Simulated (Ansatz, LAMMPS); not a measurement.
# Ionic liquid triethylsulfonium TFSI- with water, from a frame at 300 K (120 atoms): geometry optimisation

Aim: bring ionic liquid triethylsulfonium TFSI- with water, from a frame at 300 K (120 atoms) to a nearby minimum of the energy and see what moves.

Main program and level: Ansatz 0.2.0; Kohn-Sham DFT, PBE+D3(BJ), PAW (set soft_2), plane waves.

## Step 1: The starting structure

The cell holds 120 atoms: 24 C, 9 S, 51 H, 3 N, 15 O and 18 F. Cell: a = 11.062 Å, b = 11.062 Å, c = 11.062 Å, α = 90.0°, β = 90.0°, γ = 90.0°. 3 triethylsulfonium, 3 TFSI-, 3 H2O placed at random, at 1.54 g/cm³; overlaps pushed apart, then 10 ps at 700 K with MMFF94 bonds, angles, torsions, charges and radii (Halgren, J. Comput. Chem. 17, 490 (1996)) in harmonic and 12-6 forms; SPC/E water (Berendsen, Grigera and Straatsma, J. Phys. Chem. 91, 6269 (1987)); charges of ions scaled by 0.8. Snapshot after 30 ps at 300 K and fixed volume.

Before any run, some limits are plain. The network of contacts between molecules at the start is that of the classical potential that made the cell. The density was typed from a rule of thumb and may lie off the real one at this temperature. Only the Γ point is sampled, in a cell whose shortest periodic width is 11 Å.

## Step 2: Single point at the start

A single point comes first, to see the forces before anything moves.

Contents of input.yaml:

```yaml
crystal:
  lattice:
    - [11.06223, 0.0, 0.0]
    - [0.0, 11.06223, 0.0]
    - [0.0, 0.0, 11.06223]
  atoms:
    - { symbol: C, position: [0.12285, 0.38534, 0.02148] }
    - { symbol: C, position: [0.04789, 0.49398, 0.05075] }
    - { symbol: S, position: [0.98314, 0.54261, 0.90342] }
    - { symbol: C, position: [0.88481, 0.6584, 0.98099] }
    [... 110 atom lines left out ...]
    - { symbol: O, position: [0.36452, 0.88254, 0.79437] }
    - { symbol: H, position: [0.39051, 0.87529, 0.88065] }
    - { symbol: H, position: [0.30242, 0.94781, 0.78698] }
    - { symbol: O, position: [0.34491, 0.45152, 0.438] }
    - { symbol: H, position: [0.33052, 0.45303, 0.52723] }
    - { symbol: H, position: [0.27648, 0.40883, 0.39716] }
kpoints:
  mp_grid: { grid: [1, 1, 1] }
hamiltonian:
  xc: pbe
  dispersion: d3bj
scf:
  occupations: { method: fermi_dirac, width: 0.05 }
output:
  forces: true
  stress: true
  populations: intrinsic
  dos:
    method: { smearing: { sigma: 0.15 } }
    de: 0.1
    projected: { site_lists: { C: [C], F: [F], H: [H], "N": ["N"], O: [O] } }
  eigenvalues: true
```

Started as:

```sh
$ ansatz run input.yaml --threads 4 --pin off --max-ram 8192MiB --backend cpu --events-out ev --progress --plain --runs-dir out
```

Wall time 15 s (4 threads of Arm Neoverse V2, shared host); peak memory 1.6 GiB; 58 s of CPU time.

Numbers from this run:

* free energy: -39150.9651 eV
* free energy per atom: -326.2580 eV/atom
* SCF cycles: 11
* pressure: 2.119 GPa
* r.m.s. force component: 1.048 eV/Å
* longest force: 5.809 eV/Å
* Fermi energy: 2.261 eV
* gap (highest filled to lowest empty level): 2.997 eV

The r.m.s. force component of 1.0 eV/Å and the pressure of 2.1 GPa set the starting point.

Neighbours are counted within 1.34 Å (H-C), 1.21 Å (H-O), 1.85 Å (C-C), 1.62 Å (C-F), 2.21 Å (C-S), 1.93 Å (O-S), 1.98 Å (S-N).

Length of the force by element and coordination:

```
element  coordination  atoms  mean length of the force (eV/Å)  spread  least   most
      C           all     24                             2.10    1.03  0.364   4.32
      F           all     18                             1.17   0.433  0.414   1.89
      H           all     51                             1.11   0.513  0.267   2.74
      N           all      3                             1.69   0.756  0.626   2.32
      O           all     15                             1.22   0.569  0.415   2.46
      O             1     12                             1.39   0.510  0.618   2.46
      O             2      3                            0.552   0.146  0.415  0.754
      S           all      9                             3.48    1.21   1.81   5.81
      S             3      3                             2.52   0.698   1.81   3.47
      S             4      6                             3.96    1.13   2.48   5.81
```

## Step 3: Relaxation

The atoms are relaxed in the fixed cell, aiming at the force tolerance of the input.

input.yaml, the sections that differ from step 2:

```yaml
output:
  forces: true
relax:
  f_tol: 0.03
  max_steps: 200
# crystal, kpoints, hamiltonian, scf: as in step 2
```

The job ended after 7.3 min (4 threads; peak memory 1.6 GiB; 27 min of CPU time).

The steps of the relaxation (22 of 59):

| step | energy less that of the first step (eV) | largest force component (eV/Å) |
| --- | --- | --- |
| 1 | 0.0000 | 4.5163 |
| 4 | -6.7504 | 1.1717 |
| 7 | -7.5716 | 0.2291 |
| 9 | -7.7809 | 1.1792 |
| 12 | -8.1137 | 0.2010 |
| 15 | -8.2079 | 0.6197 |
| 18 | -8.2690 | 0.2911 |
| 20 | -8.2970 | 0.2942 |
| 23 | -8.3356 | 0.3182 |
| 26 | -8.3544 | 0.2697 |
| 29 | -8.3645 | 0.1218 |
| 31 | -8.3705 | 0.0842 |
| 34 | -8.3736 | 0.0605 |
| 37 | -8.3750 | 0.0712 |
| 40 | -8.3752 | 0.0521 |
| 42 | -8.3764 | 0.0235 |
| 45 | -8.3771 | 0.0772 |
| 48 | -8.3784 | 0.0689 |
| 51 | -8.3804 | 0.0425 |
| 53 | -8.3785 | 0.2235 |
| 56 | -8.3827 | 0.0481 |
| 59 | -8.3831 | 0.0211 |

Relaxation steps 24, 40, 53, 57 were tried and not accepted.

The atoms that moved most (Å):

```
atom      dx      dy      dz  length
 F88   1.532   1.174  -0.447   1.981
 H56  -1.904   0.051   0.021   1.905
 H55  -1.421   0.441  -0.984   1.784
F109   0.715  -1.504  -0.422   1.718
 H21  -1.401   0.768   0.258   1.619
 N97   0.272  -0.381  -1.505   1.576
 H39  -0.797   1.281   0.031   1.509
 H61  -0.336  -0.711   1.285   1.506
```

The relaxation changed the energy by -69.9 meV/atom, and atoms moved by 0.92 Å r.m.s., 2.0 Å at most.

## Step 4: Structure statistics after relaxation

Bonds before and after, by the cutoffs listed below:

| pair | bonds before | bonds after | mean before (Å) | mean after (Å) | spread before (Å) | spread after (Å) |
| --- | --- | --- | --- | --- | --- | --- |
| H-C | 45 | 45 | 1.089 | 1.097 | 0.031 | 0.002 |
| H-O | 6 | 6 | 1.000 | 0.978 | 0.000 | 0.004 |
| C-C | 9 | 9 | 1.514 | 1.519 | 0.029 | 0.002 |
| C-F | 18 | 18 | 1.361 | 1.344 | 0.023 | 0.006 |
| C-S | 15 | 15 | 1.817 | 1.842 | 0.046 | 0.027 |
| O-S | 12 | 12 | 1.461 | 1.454 | 0.022 | 0.005 |
| S-N | 6 | 6 | 1.563 | 1.591 | 0.022 | 0.010 |

Density 1.54 g/cm³, 11.28 Å³ an atom.

Pair distribution functions g(r), in bins of 0.2 Å:

| r (Å) | total | H-H | H-C | H-F | H-O | H-S | H-N |
| --- | --- | --- | --- | --- | --- | --- | --- |
| 0.90 | 0.47 | 0.00 | 0.00 | 0.00 | 4.45 | 0.00 | 0.00 |
| 1.10 | 2.91 | 0.00 | 17.10 | 0.00 | 0.00 | 0.00 | 0.00 |
| 1.30 | 0.76 | 0.00 | 0.00 | 0.00 | 0.00 | 0.00 | 0.00 |
| 1.50 | 0.93 | 0.54 | 0.00 | 0.00 | 0.00 | 0.00 | 0.00 |
| 1.70 | 0.89 | 4.60 | 0.00 | 0.00 | 0.00 | 0.00 | 0.00 |
| 1.90 | 0.42 | 0.12 | 0.00 | 0.00 | 0.60 | 0.00 | 0.00 |
| 2.10 | 1.01 | 0.00 | 4.04 | 0.00 | 0.33 | 0.00 | 0.00 |
| 2.30 | 0.56 | 0.78 | 0.18 | 0.10 | 1.08 | 3.81 | 0.62 |
| 2.50 | 0.98 | 3.35 | 0.00 | 0.72 | 0.89 | 0.00 | 0.00 |
| 2.70 | 0.99 | 1.15 | 0.23 | 1.12 | 0.96 | 0.00 | 0.51 |
| 2.90 | 0.98 | 0.35 | 1.52 | 1.00 | 0.68 | 0.97 | 0.44 |
| 3.10 | 1.27 | 1.65 | 1.33 | 0.73 | 0.80 | 2.00 | 0.00 |
| 3.30 | 0.91 | 0.89 | 0.85 | 1.07 | 1.10 | 0.97 | 0.64 |
| 3.50 | 0.73 | 1.09 | 0.86 | 0.38 | 0.46 | 0.57 | 0.58 |
| 3.70 | 0.97 | 0.75 | 1.22 | 0.90 | 0.88 | 1.69 | 0.52 |
| 3.90 | 1.02 | 1.03 | 0.88 | 1.08 | 1.16 | 0.86 | 0.23 |
| 4.10 | 0.92 | 0.97 | 0.81 | 0.97 | 1.30 | 0.27 | 1.27 |
| 4.30 | 1.02 | 0.87 | 1.29 | 0.98 | 0.95 | 0.89 | 1.14 |
| 4.50 | 0.98 | 0.83 | 1.15 | 1.27 | 1.11 | 0.99 | 1.24 |
| 4.70 | 1.02 | 1.09 | 1.11 | 1.11 | 1.22 | 0.84 | 0.96 |
| 4.90 | 1.11 | 0.97 | 0.95 | 1.34 | 1.02 | 1.46 | 1.74 |
| 5.10 | 1.12 | 1.05 | 1.17 | 1.05 | 1.17 | 1.13 | 1.35 |
| 5.30 | 1.04 | 1.09 | 0.96 | 1.19 | 1.11 | 1.29 | 1.73 |

Bonds by pair of elements; cutoffs follow the first minimum of g(r), held within bounds set by covalent radii, and pairs that aren't listed don't count as bonded:

```
pair A-B  cutoff (Å)  bonds  mean length (Å)  spread (Å)  shortest (Å)  B about A  A about B
     H-C        1.34     45             1.10       0.002          1.09      0.882       1.88
     H-O        1.21      6            0.978       0.004         0.973      0.118        0.4
     C-C        1.85      9             1.52       0.002          1.52       0.75       0.75
     C-F        1.62     18             1.34       0.006          1.33       0.75          1
     C-S        2.21     15             1.84       0.027          1.81      0.625       1.67
     O-S        1.88     12             1.45       0.005          1.45        0.8       1.33
     S-N        2.02      6             1.59        0.01          1.58      0.667          2
```

How many atoms have how many bonded neighbours:

```csv
element,mean,1,2,3,4
C,4,0,0,0,24
F,1,18,0,0,0
H,1,51,0,0,0
N,2,0,3,0,0
O,1.2,12,3,0,0
S,3.67,0,0,3,6
```

Bond angles, per cent of each kind in bins of 5°:

```
angle (°)  C-C-H  H-C-H  H-C-S  F-C-S  F-C-F
  100–105    0.0    0.0   50.0    0.0    0.0
  105–110   20.0   97.2   50.0   38.9  100.0
  110–115   80.0    2.8    0.0   61.1    0.0
```

Bond angles (no mean is given where the spread exceeds 20°):

```csv
angle,count,mean (°),spread (°)
C-C-H,45,111,1.8
H-C-H,36,108,0.8
H-C-S,18,106,1.7
F-C-S,18,110,1
F-C-F,18,109,0.4
```

Bond length by coordination (bonds to H left out):

```
element  coordination  atoms  mean bond length (Å)
      O             1     12                  1.45
      S             3      3                  1.82
      S             4      6                  1.59
```

With the cutoffs above, all C atoms have 4, all F atoms have 1, all H atoms have 1 and all N atoms have 2 bonded neighbours. The C-C-H angle averages 111° with a spread of 1.8°.

## Step 5: Single point at the relaxed geometry

One more single point at the end of the walk gives the fuller output and checks the residual forces.

Contents of input.yaml:

```yaml
crystal:
  lattice:
    - [11.06223, 0.0, 0.0]
    - [0.0, 11.06223, 0.0]
    - [0.0, 0.0, 11.06223]
  atoms:
    - { symbol: C, position: [0.20118, 0.38291, 0.008] }
    - { symbol: C, position: [0.09571, 0.45241, 0.06131] }
    - { symbol: S, position: [0.00359, 0.51781, 0.9417] }
    - { symbol: C, position: [0.92441, 0.63938, 0.01941] }
    [... 110 atom lines left out ...]
    - { symbol: O, position: [0.4162, 0.95364, 0.82428] }
    - { symbol: H, position: [0.37733, 0.8975, 0.88022] }
    - { symbol: H, position: [0.34938, 0.9987, 0.78874] }
    - { symbol: O, position: [0.31208, 0.52731, 0.46602] }
    - { symbol: H, position: [0.31924, 0.48438, 0.54275] }
    - { symbol: H, position: [0.269, 0.46957, 0.41354] }
kpoints:
  mp_grid: { grid: [1, 1, 1] }
hamiltonian:
  xc: pbe
  dispersion: d3bj
scf:
  occupations: { method: fermi_dirac, width: 0.05 }
output:
  forces: true
  stress: true
  populations: true
  dos:
    method: { smearing: { sigma: 0.08 } }
    de: 0.1
    projected: { site_lists: { C: [C], F: [F], H: [H], "N": ["N"], O: [O] } }
  eigenvalues: true
  write_density: true
  write_potential: true
  volumetric_format: npy
  elf: true
```

Run time: 16 s. Hardware: 4 threads; peak memory 1.6 GiB.

The program notes that the exchange-correlation potential is rough where the density is thin.

The run gave:

```yaml
free_energy: -39159.3482 eV
free_energy_per_atom: -326.3279 eV/atom
scf_cycles: 10
pressure: 0.08864 GPa
r_m_s_force_component: 0.0028 eV/Å
longest_force: 0.02082 eV/Å
fermi_energy: 2.448 eV
spacing_of_highest_filled_and_lowest_empty_level: 4.731 eV
spilling_of_the_projection: 0.01517
```

Löwdin charges by element and coordination (they lack the spilled electrons, 0.055 e an atom on average):

| element | coordination | atoms | mean charge (e) | spread | least | most |
| --- | --- | --- | --- | --- | --- | --- |
| C | all | 24 | -0.134 | 0.466 | -0.464 | 0.681 |
| F | all | 18 | -0.211 | 0.0104 | -0.228 | -0.191 |
| H | all | 51 | 0.234 | 0.0617 | 0.182 | 0.408 |
| N | all | 3 | -0.905 | 0.0059 | -0.913 | -0.899 |
| O | all | 15 | -0.734 | 0.0138 | -0.758 | -0.702 |
| O | 1 | 12 | -0.735 | 0.0097 | -0.753 | -0.718 |
| O | 2 | 3 | -0.728 | 0.0232 | -0.758 | -0.702 |
| S | all | 9 | 1.71 | 0.662 | 0.763 | 2.19 |
| S | 3 | 3 | 0.773 | 0.0078 | 0.763 | 0.782 |
| S | 4 | 6 | 2.18 | 0.0086 | 2.16 | 2.19 |

States in the cell by windows of 1 eV, zero at the Fermi level; the larger projections on atomic orbitals stand beside the total:

| from (eV) | to (eV) | total | C p | O p | F p | H s | C s |
| --- | --- | --- | --- | --- | --- | --- | --- |
| -18 | -17 | 0.0 | 0.0 | 0.0 | 0.0 | 0.0 | 0.0 |
| -17 | -16 | 1.3 | 0.1 | 0.0 | 0.0 | 0.3 | 0.8 |
| -16 | -15 | 16.5 | 1.1 | 0.1 | 0.9 | 2.6 | 7.3 |
| -15 | -14 | 12.2 | 1.3 | 0.1 | 2.4 | 1.4 | 3.7 |
| -14 | -13 | 6.0 | 0.1 | 0.1 | 2.3 | 0.0 | 0.5 |
| -13 | -12 | 13.6 | 2.7 | 0.1 | 0.7 | 3.8 | 4.7 |
| -12 | -11 | 30.8 | 6.2 | 0.6 | 16.8 | 0.6 | 0.5 |
| -11 | -10 | 9.6 | 2.1 | 0.1 | 3.4 | 1.3 | 1.1 |
| -10 | -9 | 8.5 | 0.4 | 3.5 | 0.9 | 0.5 | 0.1 |
| -9 | -8 | 34.0 | 11.2 | 6.7 | 3.6 | 5.1 | 0.3 |
| -8 | -7 | 54.1 | 7.5 | 8.1 | 28.4 | 3.2 | 0.1 |
| -7 | -6 | 56.1 | 14.1 | 3.3 | 31.0 | 4.7 | 0.1 |
| -6 | -5 | 36.0 | 13.7 | 7.2 | 2.3 | 8.4 | 0.1 |
| -5 | -4 | 40.4 | 6.9 | 21.0 | 1.0 | 4.4 | 0.2 |
| -4 | -3 | 23.9 | 1.8 | 13.6 | 1.8 | 0.5 | 0.6 |
| -3 | -2 | 10.9 | 0.2 | 8.0 | 0.1 | 0.0 | 0.1 |
| -2 | 2 | 0.0 | 0.0 | 0.0 | 0.0 | 0.0 | 0.0 |
| 2 | 3 | 13.6 | 3.2 | 0.2 | 0.1 | 1.2 | 1.8 |
| 3 | 4 | 21.0 | 3.5 | 2.1 | 0.9 | 2.2 | 1.5 |
| 4 | 5 | 35.8 | 6.7 | 3.1 | 1.6 | 5.1 | 2.6 |

The curve was stored every 0.10 eV, coarse against its broadening of 0.08 eV, so these counts are rough.

Between -26 and -18 eV lie 42 more states.

The stored curve holds about 396 of the 432 electrons; the rest, give or take the few that broadening carries across the Fermi level, lie in deeper levels below its range.

Not all projections were asked for or kept, so they needn't add up to the total.

The levels nearest the highest filled one (over half full), pooled over k-points and spins:

```
level less the highest filled one (eV)  occupation
                                -0.641           2
                                -0.593           2
                                -0.577           2
                                -0.532           2
                                -0.341           2
                                     0           2
                                  4.73           0
                                  4.84           0
                                  4.87           0
                                  5.02           0
                                  5.09           0
                                  5.11           0
```

Mean Löwdin charges: C -0.13, F -0.21, H +0.23, N -0.91, O -0.73, S +1.71 e (they miss 1.5 % of the electrons, so they add up to more than the cell's charge).

1 further run on a deliberately doubtful input is not shown.

## Step 6: Outcome

| Property | Result |
| --- | --- |
| energy change in the relaxation | -69.86 meV/atom |
| r.m.s. displacement | 0.915 Å |
| largest displacement | 1.981 Å |
| free energy per atom | -326.3279 eV/atom |
| pressure | 0.08864 GPa |
| r.m.s. force component | 0.0028 eV/Å |
| gap (highest filled to lowest empty level) | 4.731 eV |
| wall time of the 4 DFT runs, those left out included | 8 min |

Relaxation lowers the energy by 69.9 meV/atom and moves atoms by 0.92 Å r.m.s.; the r.m.s. force component goes from 1.0 to 0.0028 eV/Å, the pressure goes from 2.1 to 0.089 GPa, and the gap from 3.00 to 4.73 eV. By the final cutoffs no bond was broken or made. From the first step to the last the energy fell by 8.383 eV, and the largest move was 1.98 Å (F88). The S-N bonds go from 1.563 Å (spread 0.022) to 1.591 Å (spread 0.010). With the cutoffs above, all C atoms have 4, all F atoms have 1, all H atoms have 1 and all N atoms have 2 bonded neighbours. The highest filled and lowest empty levels differ by 4.73 eV (at Γ alone); a semilocal functional tends to put such gaps too low. In a disordered cell it changes from sample to sample and from frame to frame.

**Limits.** The network of contacts between molecules at the start is that of the classical potential that made the cell; in DFT atoms moved by 0.92 Å r.m.s.

[Logs are printed without paths, hosts, clocks, repeated set-up lines and the standing remarks that a program may print on its own settings, such as how far it seeks lower states.]

[Hosts, paths, dates, database ids (printed as entryN), source tags and the programs' standing remarks are cut or masked in the printed files.]

[The MMFF94 radii named for the starting cell were scaled by 0.96; in molecules described by MMFF94, hydrogen bound to N, O or S took a small fixed 12-6 site in their place.]
